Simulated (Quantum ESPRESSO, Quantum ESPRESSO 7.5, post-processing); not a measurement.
# Ni(111), 5 layers against a metal electrode, stepped through the charge of the slab

Wanted: a table for Ni(111), 5 layers against a metal electrode against the charge of the slab, and what can be fitted to it.

Main program and level: Quantum ESPRESSO 7.5; plane-wave DFT, PBE, GBRV ultrasoft pseudopotentials.

Report form: the programs' logs are mostly left out.

**1. Starting point**

The structure is cubic, space group Fm-3m (No. 225). The conventional cell has a = 3.520 Å, b = 3.520 Å, c = 3.520 Å, α = 90.00°, β = 90.00°, γ = 90.00°. Nearest to Ni lie 12 Ni at 2.49 Å.

Set-up: The slab is relaxed neutral, then held. ESM with bc3: vacuum below and a metal electrode about 6 Å above the top atoms. Cold smearing of 0.02 Ry. Charges are set per cell from the starting area. The slabs take the lattice constants of the bulk relaxed by the same program.

Members 2, 3, 4.5, 6, 7 and 8 took the same steps and show in the table alone.

**2. Relaxing cell and ions of the reference**

The bulk crystal is relaxed in cell and atoms; the members are built on its lattice constants.

Contents of ref.vc.in:

```
&control
  prefix = 'ref.vc'
  outdir = './out'
  pseudo_dir = './pseudo'
  nstep = 40
  forc_conv_thr = 0.0003
  calculation = 'vc-relax'
/
&system
  ibrav = 0
  nat = 1
  ntyp = 1
  ecutwfc = 50
  ecutrho = 250
  occupations = 'smearing'
  smearing = 'mv'
  degauss = 0.02
  nspin = 2
  starting_magnetization(1) = 0.12
/
&electrons
  conv_thr = 1e-09
  mixing_beta = 0.4
  electron_maxstep = 120
/
&ions
/
&cell
  press_conv_thr = 0.3
/
ATOMIC_SPECIES
  Ni  58.6934  ni_pbe_v1.4.uspp.F.UPF
CELL_PARAMETERS angstrom
  0.00000000000000 1.76000000000000 1.76000000000000
  1.76000000000000 0.00000000000000 1.76000000000000
  1.76000000000000 1.76000000000000 0.00000000000000
ATOMIC_POSITIONS crystal
  Ni  0.000000000000 0.000000000000 0.000000000000
K_POINTS automatic
  20 20 20 0 0 0
```

Started as:

```sh
$ OMP_NUM_THREADS=1 mpirun -n 4 pw.x -nk 4 -in ref.vc.in > ref.vc.out
```

Elapsed: 46 s, on 4 MPI ranks of Arm Neoverse V1, shared host; peak memory 0.29 GiB; 3.1 min of CPU time.

Little changed from the start: no atom moved by 0.005 Å and no cell edge by 0.1 %.

 The last row is no step: it is a fresh SCF in the final cell with a new plane-wave basis, +0 meV from the row before.

Numbers from this step:

```
free energy            : -4670.5665 eV
Fermi energy           : 17.90 eV
magnetization          : 0.67 μB
absolute magnetization : 0.77 μB
site moments           : 0.7125 μB
```

**3. Relaxation with pw.x of the reference**

What the set-up leaves free in this member is relaxed.

System of this step: Ni(111), 5 layers. The cell holds 5 atoms: 5 Ni. Its edges and angles: a = 2.487 Å, b = 2.487 Å, c = 23.113 Å, α = 90.0°, β = 90.0°, γ = 60.0°. It derives from Ni. Vacuum lies along c.

Contents of ref.relax.in:

```
&control
  prefix = 'ref.relax'
  outdir = './out'
  pseudo_dir = './pseudo'
  nstep = 40
  forc_conv_thr = 0.001
  calculation = 'relax'
/
&system
  ibrav = 0
  nat = 5
  ntyp = 1
  ecutwfc = 40
  ecutrho = 200
  occupations = 'smearing'
  smearing = 'mv'
  degauss = 0.02
  nspin = 2
  starting_magnetization(1) = 0.12
/
&electrons
  conv_thr = 1e-08
  mixing_beta = 0.4
  electron_maxstep = 120
  mixing_mode = 'local-TF'
/
&ions
/
ATOMIC_SPECIES
  Ni  58.6934  ni_pbe_v1.4.uspp.F.UPF
CELL_PARAMETERS angstrom
  2.48729573353646 0.00000000000000 0.00000000000000
  1.24364786676823 2.15406129196723 0.00000000000000
  0.00000000000000 0.00000000000000 23.11310748511821
ATOMIC_POSITIONS crystal
  Ni  0.666666666700 0.666666666700 0.324266947792
  Ni  0.000000000000 0.000000000000 0.412133473896
  Ni  0.333333333300 0.333333333300 0.500000000000 0 0 0
  Ni  0.666666666700 0.666666666700 0.587866526104
  Ni  0.000000000000 0.000000000000 0.675733052208
K_POINTS automatic
  12 12 1 0 0 0
```

Started as:

```sh
$ OMP_NUM_THREADS=1 mpirun -n 4 pw.x -nk 4 -in ref.relax.in > ref.relax.out
```

Wall time 12 min (4 MPI ranks); peak memory 0.58 GiB.

Relaxation path:

```
step  energy less that of the first step (eV)  largest force (eV/Å)
   1                                   0.0000                0.1577
   2                                  -0.0016                0.1281
   3                                  -0.0028                0.0952
   4                                  -0.0037                0.0491
   5                                  -0.0039                0.0403
   6                                  -0.0041                0.0474
   7                                  -0.0042                0.0473
   8                                  -0.0045                0.0399
   9                                  -0.0047                0.0167
```

The atoms that moved most (Å):

```
atom     dx     dy      dz  length
 Ni1  0.000  0.000   0.030   0.030
 Ni5  0.000  0.000  -0.030   0.030
```

 On the free atoms the largest force ends at 0.017 eV/Å.

Read from the output:

- free energy: -23351.3635 eV
- Fermi energy: 5.097 eV
- magnetization: 3.57 μB
- absolute magnetization: 4.14 μB
- site moments: 0.7709, 0.7701, 0.727, 0.7701, 0.7709 μB

**4. SCF with pw.x, 0 ×10¹³ e/cm², with startingpot = atomic**

A first try, with the settings that serve most slabs.

Contents of m2.esm.try.in:

```
&control
  prefix = 'm2.esm'
  outdir = './out'
  pseudo_dir = './pseudo'
  calculation = 'scf'
  tprnfor = .true.
/
&system
  ibrav = 0
  nat = 5
  ntyp = 1
  ecutwfc = 40
  ecutrho = 200
  occupations = 'smearing'
  smearing = 'mv'
  degauss = 0.02
  assume_isolated = 'esm'
  esm_bc = 'bc3'
  tot_charge = 0.0
  nspin = 2
  starting_magnetization(1) = 0.12
/
&electrons
  conv_thr = 1e-08
  mixing_beta = 0.25
  electron_maxstep = 160
  mixing_mode = 'local-TF'
  mixing_ndim = 12
/
ATOMIC_SPECIES
  Ni  58.6934  ni_pbe_v1.4.uspp.F.UPF
CELL_PARAMETERS angstrom
  2.48729573353646 0.00000000000000 0.00000000000000
  1.24364786676823 2.15406129196723 0.00000000000000
  0.00000000000000 0.00000000000000 23.11310748511821
ATOMIC_POSITIONS crystal
  Ni  0.666666666700 0.666666666700 -0.109555738158
  Ni  0.000000000000 0.000000000000 -0.022998633858
  Ni  0.333333333300 0.333333333300 0.064898240142
  Ni  0.666666666700 0.666666666700 0.152795114142
  Ni  0.000000000000 0.000000000000 0.239352218442
K_POINTS automatic
  12 12 1 0 0 0
```

Started as:

```sh
$ OMP_NUM_THREADS=1 mpirun -n 4 pw.x -nk 4 -in m2.esm.try.in > m2.esm.try.out
```

Run time: 7.7 min. Hardware: 4 MPI ranks; peak memory 0.59 GiB.

The run ended without convergence. The estimated SCF accuracy went from 76 Ry in the first cycle kept to 5.22e-05 Ry at best and 0.00353 Ry in the last.

From atomic densities this run did not converge under open boundaries; a start from the density of a periodic run is one way round.

**5. Ground state, 0 ×10¹³ e/cm²**

A plain periodic run, loosely converged, makes a sound starting density. Its levels are not used.

m2.esm.pre.in is the input of step 4 with these lines changed:

```diff
@@ -1,3 +1,3 @@
 &control
-  prefix = 'm2.esm'
+  prefix = 'm2.esm.pre'
   outdir = './out'
@@ -16,5 +16,2 @@
   degauss = 0.02
-  assume_isolated = 'esm'
-  esm_bc = 'bc3'
-  tot_charge = 0.0
   nspin = 2
@@ -23,3 +20,3 @@
 &electrons
-  conv_thr = 1e-08
+  conv_thr = 1e-05
   mixing_beta = 0.25
```

Started as:

```sh
$ OMP_NUM_THREADS=1 mpirun -n 4 pw.x -nk 4 -in m2.esm.pre.in > m2.esm.pre.out
```

It took 69 s on 4 MPI ranks; peak memory 0.62 GiB.

Numbers from this step:

```
free energy  : -23351.3634 eV
Fermi energy : 5.091 eV
site moments : 0.772, 0.7715, 0.7282, 0.7713, 0.7718 μB
```

**6. SCF with pw.x, 0 ×10¹³ e/cm²**

The run with open boundaries is repeated, now from the density of the periodic run.

A run under open boundaries on these atoms gives the vacuum levels.

m2.esm.in is the input of step 5 with these lines changed:

```diff
@@ -1,3 +1,3 @@
 &control
-  prefix = 'm2.esm.pre'
+  prefix = 'm2.esm'
   outdir = './out'
@@ -16,2 +16,5 @@
   degauss = 0.02
+  assume_isolated = 'esm'
+  esm_bc = 'bc3'
+  tot_charge = 0.0
   nspin = 2
@@ -20,3 +23,3 @@
 &electrons
-  conv_thr = 1e-05
+  conv_thr = 1e-08
   mixing_beta = 0.25
@@ -25,2 +28,3 @@
   mixing_ndim = 12
+  startingpot = 'file'
 /
```

Started as:

```sh
$ cp -r out/m2.esm.pre.save out/m2.esm.save
$ OMP_NUM_THREADS=1 mpirun -n 4 pw.x -nk 4 -in m2.esm.in > m2.esm.out
```

Wall time 82 s (4 MPI ranks); peak memory 0.6 GiB.

This step gave:

```
Fermi energy                                                   : -5.038 eV
site moments                                                   : 0.7718, 0.7713, 0.7282, 0.7714, 0.7718 μB
vacuum line at the lower end of the cell, over the Fermi level : 5.048 eV
slope of the potential above                                   : 1.95e-4 eV/Å
vacuum line at the upper end of the cell, over the Fermi level : 5.038 eV
```

The potential energy, planar mean oscillates, so the rows of the table below give means over windows of 1.97 Å about each position, cut where the curve ends. Its maxima inside the range that stand out by 2 % of the span (Å: eV): -1.5: -0.572, 0.5: -0.389, 2.5: -0.397, 4.5: -0.569. Its minima: -2.5: -25.4, -0.6: -25.3, 1.5: -25.5, 3.6: -25.3, 5.5: -25.4.

Electrostatic potential energy of an electron; zero at the Fermi level. Potential energy, planar mean against z; means over each step:

```
 z (Å)  potential energy, planar mean (eV)
-10.58                                5.05
 -8.61                                5.05
 -6.63                                5.04
 -4.66                                4.58
 -2.69                               -10.8
 -0.72                               -11.4
  1.25                               -11.3
  3.22                               -11.3
  5.19                               -11.2
  7.16                                3.25
  9.13                                5.03
 11.10                                5.04
```

Inside the slab this potential holds the local part of the pseudopotentials, which can be repulsive at the nuclei; only its value in the vacuum has a meaning of its own.

**7. Self-consistent run, 1 ×10¹³ e/cm²**

m3.esm.in is the input of step 6 with these lines changed:

```diff
@@ -1,3 +1,3 @@
 &control
-  prefix = 'm2.esm'
+  prefix = 'm3.esm'
   outdir = './out'
@@ -18,3 +18,3 @@
   esm_bc = 'bc3'
-  tot_charge = 0.0
+  tot_charge = 0.00537
   nspin = 2
```

Started as:

```sh
$ cp -r out/m2.esm.save out/m3.esm.save
$ OMP_NUM_THREADS=1 mpirun -n 4 pw.x -nk 4 -in m3.esm.in > m3.esm.out
```

Wall time 1.8 min (4 MPI ranks); peak memory 0.6 GiB; 7.1 min of CPU time.

This step gave:

```
Fermi energy                                                   : -5.844 eV
magnetization                                                  : 3.58 μB
site moments                                                   : 0.772, 0.7715, 0.7283, 0.7721, 0.7736 μB
vacuum line at the lower end of the cell, over the Fermi level : 5.047 eV
slope of the potential above                                   : 0.1815 eV/Å
vacuum line at the upper end of the cell, over the Fermi level : 5.844 eV
```

Inside the slab this potential holds the local part of the pseudopotentials, which can be repulsive at the nuclei; only its value in the vacuum has a meaning of its own.

**8. Self-consistent run, -1.5 ×10¹³ e/cm²**

m1.esm.in is the input of step 7 with these lines changed:

```diff
@@ -1,3 +1,3 @@
 &control
-  prefix = 'm3.esm'
+  prefix = 'm1.esm'
   outdir = './out'
@@ -18,3 +18,3 @@
   esm_bc = 'bc3'
-  tot_charge = 0.00537
+  tot_charge = -0.00805
   nspin = 2
```

Started as:

```sh
$ cp -r out/m2.esm.save out/m1.esm.save
$ OMP_NUM_THREADS=1 mpirun -n 4 pw.x -nk 4 -in m1.esm.in > m1.esm.out
```

Elapsed: 1.7 min, on 4 MPI ranks; peak memory 0.63 GiB; 6.9 min of CPU time.

Read from the output:

```
Fermi energy                                                   : -3.847 eV
magnetization                                                  : 3.57 μB
site moments                                                   : 0.7715, 0.7712, 0.7279, 0.7702, 0.7692 μB
vacuum line at the lower end of the cell, over the Fermi level : 5.038 eV
slope of the potential above                                   : -0.2715 eV/Å
vacuum line at the upper end of the cell, over the Fermi level : 3.847 eV
```

Inside the slab this potential holds the local part of the pseudopotentials, which can be repulsive at the nuclei; only its value in the vacuum has a meaning of its own.

**9. Ground state, -3 ×10¹³ e/cm²**

m0.esm.in is the input of step 8 with these lines changed:

```diff
@@ -1,3 +1,3 @@
 &control
-  prefix = 'm1.esm'
+  prefix = 'm0.esm'
   outdir = './out'
@@ -18,3 +18,3 @@
   esm_bc = 'bc3'
-  tot_charge = -0.00805
+  tot_charge = -0.0161
   nspin = 2
```

Started as:

```sh
$ cp -r out/m1.esm.save out/m0.esm.save
$ OMP_NUM_THREADS=1 mpirun -n 4 pw.x -nk 4 -in m0.esm.in > m0.esm.out
```

Wall time 1.8 min (4 MPI ranks); peak memory 0.62 GiB; 7.2 min of CPU time.

This step gave:

| Item | Value |
| --- | --- |
| Fermi energy | -2.671 eV |
| magnetization | 3.56 μB |
| absolute magnetization | 4.13 μB |
| site moments | 0.7712, 0.771, 0.7277, 0.7691, 0.7667 μB |
| vacuum line at the lower end of the cell, over the Fermi level | 5.039 eV |
| slope of the potential above | -0.5432 eV/Å |
| vacuum line at the upper end of the cell, over the Fermi level | 2.672 eV |

Inside the slab this potential holds the local part of the pseudopotentials, which can be repulsive at the nuclei; only its value in the vacuum has a meaning of its own.

**10. The series side by side**

The series in one table:

```
the charge of the slab (positive: electrons removed)  electrode's level over the Fermi level (eV)  far face's level over the Fermi level (eV)  field in the gap (eV/Å)
                                      -3 ×10¹³ e/cm²                                        2.672                                       5.039                  -0.5432
                                    -1.5 ×10¹³ e/cm²                                        3.847                                       5.038                  -0.2715
                                       0 ×10¹³ e/cm²                                        5.038                                       5.048                0.0001947
                                       1 ×10¹³ e/cm²                                        5.844                                       5.047                   0.1815
                                       2 ×10¹³ e/cm²                                        6.653                                       5.036                   0.3625
                                       3 ×10¹³ e/cm²                                        7.468                                       5.051                   0.5438
                                     4.5 ×10¹³ e/cm²                                        8.697                                       5.045                   0.8153
                                       6 ×10¹³ e/cm²                                        9.939                                        5.05                    1.087
                                       7 ×10¹³ e/cm²                                        10.77                                       5.055                    1.268
                                       8 ×10¹³ e/cm²                                        11.61                                       5.056                    1.449
```

**11. Worked from the printed numbers**

Last interval: C = Δσ/ΔV = 0.00100 e/Å² / 0.835 V × 1602 = 1.92 µF/cm².

**12. Results**

```json
{"mean capacitance at positive charge": "1.96 μF/cm²", "effective gap ε₀/C": "4.53 Å", "top atoms to electrode": "6.02 Å"}
```

**Reading.** The series holds 10 members; mean capacitance at positive charge: 1.96 μF/cm²; effective gap ε₀/C: 4.53 Å; top atoms to electrode: 6.02 Å (PBE, GBRV ultrasoft). Interval by interval C lies between 1.92 and 2.05 µF/cm². The far face's level moves by 0.02 eV over the series: the slab screens like a metal, and averaged over the positive charges the image plane lies 1.50 Å above the top atoms. Vacuum fills the gap; ions don't answer the charge; added electrons can spill towards the electrode at the most negative charges.

[Logs are printed without paths, hosts, clocks, repeated set-up lines and the standing remarks that a program may print on its own settings, such as how far it seeks lower states.]

[Hosts, paths, dates, database ids (printed as entryN), source tags and the programs' standing remarks are cut or masked in the printed files.]

[Maps of the electrostatic potential energy from Ansatz leave out the sawtooth potential of an applied field or a dipole correction, so their vacuum need not be flat; planar profiles and work functions include it.]
